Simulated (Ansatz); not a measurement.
# MgIF: complex band structure, part 2 of 3

Wanted: the relaxed cell of MgIF, its band edges and its decay constants. It is built by putting I for part of the F in the MgF2 structure of space group Pnnm, with the volume rescaled by atomic radii. The parent structure comes from the Materials Project.

Ansatz 0.2.0; PBEsol DFT, plane waves, PAW files (the session's first sound run).

So far. Step 2 (Cell and atoms at rest): The largest force component on a free atom ends at 3.2e-4 eV/Å.

The structure was built from a prototype and need not be the compound's stable phase.

**3. Band edges**

The energy window and the wavevectors of the next steps follow from the band edges, so these are searched first, off the mesh as well.

File input.yaml:

```yaml
crystal:
  lattice:
    - [6.0005637513, 1.1437723786, 0.0]
    - [1.1661795025, 6.0035738639, 0.0]
    - [0.0, 0.0, 3.6454249344]
  atoms:
    - { symbol: Mg, position: [0.5, 0.5, 0.5] }
    - { symbol: Mg, position: [0.0, 0.0, 0.0] }
    - { symbol: F, position: [0.815769161, 0.184417167, 0.5] }
    - { symbol: F, position: [0.184230839, 0.815582833, 0.5] }
    - { symbol: I, position: [0.2965892538, 0.2964173536, 0.0] }
    - { symbol: I, position: [0.7034107462, 0.7035826464, 0.0] }
kpoints:
  mp_grid: { grid: [4, 4, 6] }
  band_path: { path: [VBM, CBM], npoints: 30 }
scf:
  occupations: { method: fixed }
hamiltonian:
  xc: pbesol
output:
  eigenvalues: true
  write_potential: true
  write_density: true
  volumetric_format: npy
```

Launch:

```bash
$ ansatz run input.yaml --threads 2 --pin off --max-ram 4096MiB --backend cpu --events-out ev --progress --plain --runs-dir out
```

Numbers of over 12 decimals in the logs are rounded to 6 here.

What it wrote:

```text
[...]
Crystal: 6 atoms, lattice volume = 126.463 Å³
Basis set: ecut = 420 eV, 2431 PW (Γ)
Bands: 41, of which v1, the nominal top of the filled ones, is band 34 counted from 1 (33 counted from 0)
Symmetry: 4 space group operations
[...]
k-points: 40 of 96
[...]
SCF iter   1: F=—  HF=-20295.856616 eV  |F-HF|=—  |Δ(HF+E_count)|=         —  Δρ=7.88e-3  dr2=4.94e-2  ethr=1.77e-3  ⟨swp⟩=5.0  Hψ=6010  notcnv=0  defer=172
[...]
SCF iter   7: F=-20295.843076 eV  HF=-20295.843076 eV  |F-HF|=1.27e-8  |Δ(HF+E_count)|=   2.47e-7  Δρ=3.12e-6  dr2=1.39e-8  ethr=1.47e-10  ⟨swp⟩=12.9  Hψ=7336  notcnv=0
SCF 1 converged in 7 iterations: F = -20295.843076 eV  dr2 = 1.39e-8
[...]
NSCF: frozen V_eff on 80 k-points
[...]
SCF converged after 7 iterations
Free energy (F): -20295.843076 eV
[...]
Internal energy: -20295.843076 eV  (E = F + TS)
E sigma→0 (E₀):  -20295.843076 eV
Fermi energy:    7.070652 eV
[...]
--- Band table (eV; the first three rows and the last of 40) ---
  k-point 0: bands = [... 30 lower, 4.2793, 6.0303, 6.2186, 6.6357, 8.0821, 10.6543, 11.7123, 12.9660, ... 3 higher]
  k-point 1: bands = [... 30 lower, 4.2496, 4.7133, 5.4919, 6.3553, 8.5736, 10.9901, 12.7659, 13.4264, ... 3 higher]
  k-point 2: bands = [... 30 lower, 3.7161, 3.8478, 4.1746, 6.6398, 9.6153, 11.2453, 11.7844, 12.3362, ... 3 higher]
  k-point 39: bands = [... 30 lower, 3.6345, 3.8805, 4.5951, 7.0707, 9.7096, 10.4860, 11.0183, 12.3082, ... 3 higher]
```

Wall time 32 s (2 threads of Arm Neoverse V2, shared host); peak memory 0.45 GiB.

This step gave:

```yaml
free_energy: -20295.8431 eV
fermi_energy: 7.071 eV
gap_on_the_k_mesh: 1.011 eV
gap_on_path: 1.011 eV, by band count; negative where bands overlap
direct_gap_on_path: 1.446 eV
edge_places_on_path: 0, 1.062 1/A along the path
```

Electronic bands along the path, in eV, zero at the Fermi level (highest filled level under fixed occupations); v1 is the highest filled band, c1 the lowest empty one:

| point | v4 | v3 | v2 | v1 | c1 | c2 | c3 | c4 |
| --- | --- | --- | --- | --- | --- | --- | --- | --- |
| VBM | -3.44 | -3.19 | -2.48 | 0.00 | 2.64 | 3.42 | 3.95 | 5.24 |
| halfway | -3.13 | -2.89 | -2.50 | -0.42 | 3.09 | 4.22 | 4.69 | 4.88 |
| CBM | -2.79 | -1.04 | -0.85 | -0.43 | 1.01 | 3.58 | 4.64 | 5.90 |

The searched edges give 1.01 eV, as on the mesh.

**4. Decaying states in the gap, plane (001), k-mesh 6×4×4**

This step: PBEsol DFT, plane waves, PAW files; complex bands by layer matching along the plane's normal (Ansatz 0.2.0).

The same crystal is laid in a cell whose first two vectors span the (001) plane (indices of the standard conventional cell, whose axes can be ordered otherwise than in the bulk input). At fixed energy and wavevector in the plane the solver finds all kz, real and complex. A few wavevectors are listed, (0, 0), (-0.5, -0.5) and (0.5, 0) in units of the plane's reciprocal vectors; the slowest state needn't be among them.

File input.yaml:

```yaml
crystal:
  lattice:
    - [3.645424934, 0.0, 0.0]
    - [0.0, 6.108598905, 0.0]
    - [0.0, 2.269662262, 5.679041027]
  atoms:
    - { symbol: Mg, position: [0.5, 0.5, 0.5] }
    - { symbol: Mg, position: [0.0, 0.0, 0.0] }
    - { symbol: F, position: [0.5, 0.815769161, 0.184417167] }
    - { symbol: F, position: [0.5, 0.184230839, 0.815582833] }
    - { symbol: I, position: [0.0, 0.2965892538, 0.2964173536] }
    - { symbol: I, position: [0.0, 0.7034107462, 0.7035826464] }
kpoints:
  mp_grid: { grid: [6, 4, 4] }
scf:
  occupations: { method: fixed }
hamiltonian:
  xc: pbesol
output:
  eigenvalues: true
  transmission:
    leads: [[0, 0]]
    kpoints: [[0.0, 0.0], [-0.5, -0.5], [0.5, 0.0]]
    e_range: [-1.0, 2.01]
    de: 0.05
```

What it wrote:

```text
[...]
Crystal: 6 atoms, lattice volume = 126.463 Å³
Basis set: ecut = 420 eV, 2431 PW (Γ)
Bands: 41, of which v1, the nominal top of the filled ones, is band 34 counted from 1 (33 counted from 0)
Symmetry: 4 space group operations
[...]
k-points: 40 of 96
[...]
SCF iter   1: F=—  HF=-20295.856867 eV  |F-HF|=—  |Δ(HF+E_count)|=         —  Δρ=7.88e-3  dr2=4.94e-2  ethr=1.77e-3  ⟨swp⟩=5.1  Hψ=5891  notcnv=0  defer=168
[...]
SCF iter   7: F=-20295.843076 eV  HF=-20295.843076 eV  |F-HF|=1.42e-8  |Δ(HF+E_count)|=   2.79e-7  Δρ=3.21e-6  dr2=1.49e-8  ethr=1.47e-10  ⟨swp⟩=12.8  Hψ=7329  notcnv=0
SCF 1 converged in 7 iterations: F = -20295.843076 eV  dr2 = 1.49e-8
[...]
transmission: 8 of 24 steps passed
transmission: 16 of 24 steps passed
transmission: 24 of 24 steps passed
SCF converged after 7 iterations
Free energy (F): -20295.843076 eV
[...]
Internal energy: -20295.843076 eV  (E = F + TS)
E sigma→0 (E₀):  -20295.843076 eV
Fermi energy:    7.070651 eV
[...]
--- Band table (eV; the first three rows and the last of 40) ---
  k-point 0: bands = [... 30 lower, 4.2793, 6.0303, 6.2186, 6.6357, 8.0821, 10.6543, 11.7123, 12.9660, ... 3 higher]
  k-point 1: bands = [... 30 lower, 4.2452, 5.7695, 6.0934, 6.5312, 8.7583, 10.5558, 11.9064, 12.0071, ... 3 higher]
  k-point 2: bands = [... 30 lower, 4.7705, 5.0130, 6.2157, 6.3683, 9.4440, 10.5285, 11.7622, 12.2788, ... 3 higher]
  k-point 39: bands = [... 30 lower, 3.6345, 3.8805, 4.5951, 7.0707, 9.7096, 10.4860, 11.0183, 12.3082, ... 3 higher]
--- Transmission ---
  basis      : 193 plane waves across, 8 finite elements along
  points     : 3, as listed
  energies   : 61 from -1.000000 to 2.000000 eV about the Fermi level, 0.050000 eV apart; the leads are filled to 0.505744 eV, and channels, transmission and decay are at 0.500000 eV
  crystal 0  : Mg2F2I2, at the sites [0, 0], period 5.6790 Å: whole cells are its period
    offset         : up to 0.0000 Å between an atom of the period and one for which it stands
    channels       : 0.000000e0 a spin
    conductance    : none, the energies end too early or step too widely for 300 K: set another output.transmission.e_range or a lower de, or, where they end at an eighth of basis.ecutwfc, a higher one
    slowest decay  : 0.1649 /Å at (0.0000, 0.0000)
```

It took 51 s on 2 threads; peak memory 0.56 GiB; 76 s of CPU time.

Numbers from this step:

```yaml
level_to_which_the_leads_are_filled: 0.5057 eV from the Fermi level
decay_constant_at_the_filling_level_zone_centre: 0.1649 Å⁻¹
decay_constant_at_the_filling_level_slowest_listed_point: 0.1649 Å⁻¹
```

K parallel (0, 0); values up to 1.5 1/Å, a degenerate pair printed once or twice; energies at which all values exceed this have no row. Table of Im kz of the slowest decaying states by energy, zero at the highest filled level on the SCF mesh:

| energy (eV) | decay 1 (Å⁻¹) | decay 2 (Å⁻¹) | decay 3 (Å⁻¹) | decay 4 (Å⁻¹) |
| --- | --- | --- | --- | --- |
| -1.00 | 0.341 | 1.08 | 1.22 | 1.35 |
| -0.90 | 0.342 | 1.08 | 1.23 | 1.35 |
| -0.75 | 0.0847 | 0.102 | 0.344 | 1.07 |
| -0.65 | 0.136 | 0.346 | 1.06 | 1.23 |
| -0.50 | 0.165 | 0.348 | 1.05 | 1.23 |
| -0.40 | 0.149 | 0.177 | 0.349 | 1.05 |
| -0.30 | 0.185 | 0.281 | 0.350 | 1.04 |
| -0.15 | 0.191 | 0.351 | 0.386 | 1.03 |
| -0.05 | 0.193 | 0.351 | 0.435 | 1.02 |
| 0.00 | 0.193 | 0.350 | 0.455 | 1.02 |
| 0.10 | 0.191 | 0.350 | 0.490 | 1.01 |
| 0.20 | 0.187 | 0.348 | 0.520 | 1.00 |
| 0.30 | 0.182 | 0.347 | 0.545 | 0.994 |
| 0.45 | 0.170 | 0.343 | 0.576 | 0.981 |
| 0.55 | 0.159 | 0.340 | 0.594 | 0.972 |
| 0.70 | 0.137 | 0.335 | 0.617 | 0.958 |
| 0.80 | 0.116 | 0.331 | 0.630 | 0.949 |
| 0.90 | 0.0867 | 0.327 | 0.642 | 0.939 |
| 1.05 | 0.319 | 0.658 | 0.925 | 1.21 |
| 1.15 | 0.313 | 0.667 | 0.914 | 1.20 |
| 1.30 | 0.304 | 0.679 | 0.899 | 1.20 |
| 1.40 | 0.297 | 0.686 | 0.888 | 1.19 |
| 1.50 | 0.290 | 0.692 | 0.877 | 1.19 |
| 1.65 | 0.279 | 0.700 | 0.860 | 1.18 |
| 1.75 | 0.272 | 0.705 | 0.849 | 1.18 |
| 1.90 | 0.262 | 0.711 | 0.831 | 1.17 |
| 2.00 | 0.256 | 0.715 | 0.818 | 1.17 |

K parallel (0, 0). Table of Re kz of states that move upwards by energy, zero at the highest filled level on the SCF mesh:

| energy (eV) | channel 1 (Å⁻¹) | channel 2 (Å⁻¹) |
| --- | --- | --- |
| -1.00 | -0.140 | 0.220 |
| -0.90 | -0.0759 | 0.428 |
| -0.80 | - | - |
| -0.70 | -0.530 | - |
| -0.60 | -0.362 | - |
| -0.50 | -0.213 | - |
| -0.40 | - | - |
| -0.30 | - | - |
| -0.15 | - | - |
| -0.05 | - | - |
| 0.00 | - | - |
| 0.05 | - | - |
| 0.15 | - | - |
| 0.25 | - | - |
| 0.35 | - | - |
| 0.45 | - | - |
| 0.55 | - | - |
| 0.65 | - | - |
| 0.75 | - | - |
| 0.85 | - | - |
| 0.95 | - | - |
| 1.05 | 0.0535 | - |
| 1.15 | 0.104 | - |
| 1.30 | 0.158 | - |
| 1.40 | 0.189 | - |
| 1.50 | 0.219 | - |
| 1.60 | 0.250 | - |
| 1.70 | 0.281 | - |
| 1.80 | 0.312 | - |
| 1.90 | 0.344 | - |
| 2.00 | 0.378 | - |

K parallel (-0.5, -0.5); values up to 1.5 1/Å, a degenerate pair printed once or twice; energies at which all values exceed this have no row. Im kz of the slowest decaying states against energy, zero at the highest filled level on the SCF mesh:

| energy (eV) | decay 1 (Å⁻¹) | decay 2 (Å⁻¹) | decay 3 (Å⁻¹) | decay 4 (Å⁻¹) |
| --- | --- | --- | --- | --- |
| -1.00 | 0.413 | 0.549 | 1.01 | 1.15 |
| -0.85 | 0.419 | 0.547 | 1.01 | 1.15 |
| -0.70 | 0.423 | 0.544 | 1.01 | 1.14 |
| -0.55 | 0.426 | 0.541 | 1.02 | 1.14 |
| -0.40 | 0.428 | 0.537 | 1.02 | 1.14 |
| -0.25 | 0.429 | 0.532 | 1.02 | 1.14 |
| -0.10 | 0.428 | 0.526 | 1.02 | 1.14 |
| 0.00 | 0.00207 | 0.427 | 0.522 | 1.02 |
| 0.05 | 0.0832 | 0.426 | 0.520 | 1.02 |
| 0.20 | 0.166 | 0.422 | 0.513 | 1.02 |
| 0.35 | 0.220 | 0.416 | 0.505 | 1.02 |
| 0.50 | 0.266 | 0.407 | 0.496 | 1.02 |
| 0.65 | 0.312 | 0.390 | 0.486 | 1.03 |
| 0.80 | 0.364 | 0.475 | 1.03 | 1.11 |
| 0.95 | 0.374 | 0.464 | 1.04 | 1.11 |
| 1.10 | 0.383 | 0.451 | 1.05 | 1.10 |
| 1.25 | 0.390 | 0.437 | 1.07 | 1.10 |
| 1.40 | 0.397 | 0.421 | 1.03 | 1.09 |
| 1.55 | 0.402 | 0.404 | 0.997 | 1.09 |
| 1.70 | 0.385 | 0.406 | 0.976 | 1.08 |
| 1.85 | 0.364 | 0.410 | 0.961 | 1.03 |
| 2.00 | 0.340 | 0.412 | 0.949 | 0.967 |

K parallel (0.5, 0); values up to 1.5 1/Å, a degenerate pair printed once or twice; energies at which all values exceed this have no row. Table of Im kz of the slowest decaying states by energy, zero at the highest filled level on the SCF mesh:

| energy (eV) | decay 1 (Å⁻¹) | decay 2 (Å⁻¹) | decay 3 (Å⁻¹) | decay 4 (Å⁻¹) |
| --- | --- | --- | --- | --- |
| -1.000 | 0.499 | 0.591 | 0.747 | 0.817 |
| -0.800 | 0.516 | 0.591 | 0.766 | 0.819 |
| -0.600 | 0.532 | 0.591 | 0.786 | 0.821 |
| -0.400 | 0.546 | 0.590 | 0.807 | 0.822 |
| -0.200 | 0.112 | 0.560 | 0.587 | 0.821 |
| 0.000 | 0.208 | 0.573 | 0.583 | 0.819 |
| 0.200 | 0.269 | 0.579 | 0.586 | 0.816 |
| 0.400 | 0.318 | 0.573 | 0.601 | 0.810 |
| 0.600 | 0.358 | 0.567 | 0.618 | 0.802 |
| 0.800 | 0.394 | 0.559 | 0.644 | 0.792 |
| 1.000 | 0.426 | 0.550 | 0.699 | 0.778 |
| 1.200 | 0.454 | 0.541 | 0.729 | 0.763 |
| 1.400 | 0.477 | 0.530 | 0.683 | 0.745 |
| 1.600 | 0.490 | 0.518 | 0.636 | 0.726 |
| 1.800 | 0.490 | 0.506 | 0.594 | 0.705 |
| 2.000 | 0.478 | 0.493 | 0.557 | 0.683 |

At the listed wavevectors the last open channel is at -0.05 eV and the next at +1.05 eV on the grid. At +0.50 eV, the grid energy nearest the filling level (the middle of the gap on the SCF mesh), the slowest state at the listed wavevectors decays with κ = 0.165 Å⁻¹, its amplitude falling by e over 6.1 Å. Through 1 nm of this crystal that state's transmission falls by exp(−2 × 0.165 Å⁻¹ × 10 Å) = 0.037.

**5. Decay over the two-dimensional zone**

The listed points could miss the slowest state, so one energy near mid-gap is solved on a mesh of 8×6.

input.yaml: that of step 4 with these lines changed.

```diff
@@ -20,6 +20,2 @@
   eigenvalues: true
-  transmission:
-    leads: [[0, 0]]
-    kpoints: [[0.0, 0.0], [-0.5, -0.5], [0.5, 0.0]]
-    e_range: [-1.0, 2.01]
-    de: 0.05
+  transmission: { leads: [[0, 0]], kmesh: [8, 6], e_range: [0.51, 0.52], de: 0.05 }
```

What it wrote:

```text
[...]
Crystal: 6 atoms, lattice volume = 126.463 Å³
Basis set: ecut = 420 eV, 2431 PW (Γ)
Bands: 41, of which v1, the nominal top of the filled ones, is band 34 counted from 1 (33 counted from 0)
Symmetry: 4 space group operations
[...]
k-points: 40 of 96
[...]
SCF iter   1: F=—  HF=-20295.856867 eV  |F-HF|=—  |Δ(HF+E_count)|=         —  Δρ=7.88e-3  dr2=4.94e-2  ethr=1.77e-3  ⟨swp⟩=5.1  Hψ=5891  notcnv=0  defer=168
[...]
SCF iter   7: F=-20295.843076 eV  HF=-20295.843076 eV  |F-HF|=1.42e-8  |Δ(HF+E_count)|=   2.79e-7  Δρ=3.21e-6  dr2=1.49e-8  ethr=1.47e-10  ⟨swp⟩=12.8  Hψ=7329  notcnv=0
SCF 1 converged in 7 iterations: F = -20295.843076 eV  dr2 = 1.49e-8
[...]
transmission: 24 of 160 steps passed
transmission: 48 of 160 steps passed
[...]
transmission: 160 of 160 steps passed
SCF converged after 7 iterations
Free energy (F): -20295.843076 eV
[...]
Internal energy: -20295.843076 eV  (E = F + TS)
E sigma→0 (E₀):  -20295.843076 eV
Fermi energy:    7.070651 eV
[...]
--- Band table (eV; the first three rows and the last of 40) ---
  k-point 0: bands = [... 30 lower, 4.2793, 6.0303, 6.2186, 6.6357, 8.0821, 10.6543, 11.7123, 12.9660, ... 3 higher]
  k-point 1: bands = [... 30 lower, 4.2452, 5.7695, 6.0934, 6.5312, 8.7583, 10.5558, 11.9064, 12.0071, ... 3 higher]
  k-point 2: bands = [... 30 lower, 4.7705, 5.0130, 6.2157, 6.3683, 9.4440, 10.5285, 11.7622, 12.2788, ... 3 higher]
  k-point 39: bands = [... 30 lower, 3.6345, 3.8805, 4.5951, 7.0707, 9.7096, 10.4860, 11.0183, 12.3082, ... 3 higher]
--- Transmission ---
  basis      : 193 plane waves across, 8 finite elements along
  points     : 20, standing for a mesh of 8 x 6
  energies   : 1 from 0.510000 to 0.510000 eV about the Fermi level; the leads are filled to 0.505744 eV, and channels, transmission and decay are at 0.510000 eV
  crystal 0  : Mg2F2I2, at the sites [0, 0], period 5.6790 Å: whole cells are its period
[...]
channels       : 0.000000e0 a spin
    conductance    : none, crystal 0 has no channel at the energies, or these end too early or step too widely for 300 K: set another output.transmission.e_range or a lower de, or, where they end at an eighth of basis.ecutwfc, a higher one
    slowest decay  : 0.1638 /Å at (0.0000, 0.0000)
```

Elapsed: 27 s, on 2 threads; peak memory 0.61 GiB; 52 s of CPU time.

This step gave:

```yaml
least_decay_constant_on_the_mesh: 0.1638 Å⁻¹
```

Slowest decay constant (1/Å; 0 where a channel is open) over k1 and k2. At 0.5100 eV from the Fermi level.

Ten even steps from '0' (0.164) to '9' (0.346):
```
67899987
89964699
99720279
89964699
67899987
56788876
```
Columns: k1 (b1) from -0.5 to 0.375; rows upwards: k2 (b2) from -0.5 to 0.333.

The least value on the mesh is 0.164 Å⁻¹ at +0.51 eV. At that energy the listed points give about 0.164 Å⁻¹ by interpolation, so the mesh holds no clearly slower state.

(Part 2 of 3 ends here.)

[Logs are printed without paths, hosts, clocks, repeated set-up lines and the standing remarks that a program may print on its own settings, such as how far it seeks lower states.]

[Hosts, paths, dates, database ids (printed as entryN), source tags and the programs' standing remarks are cut or masked in the printed files.]
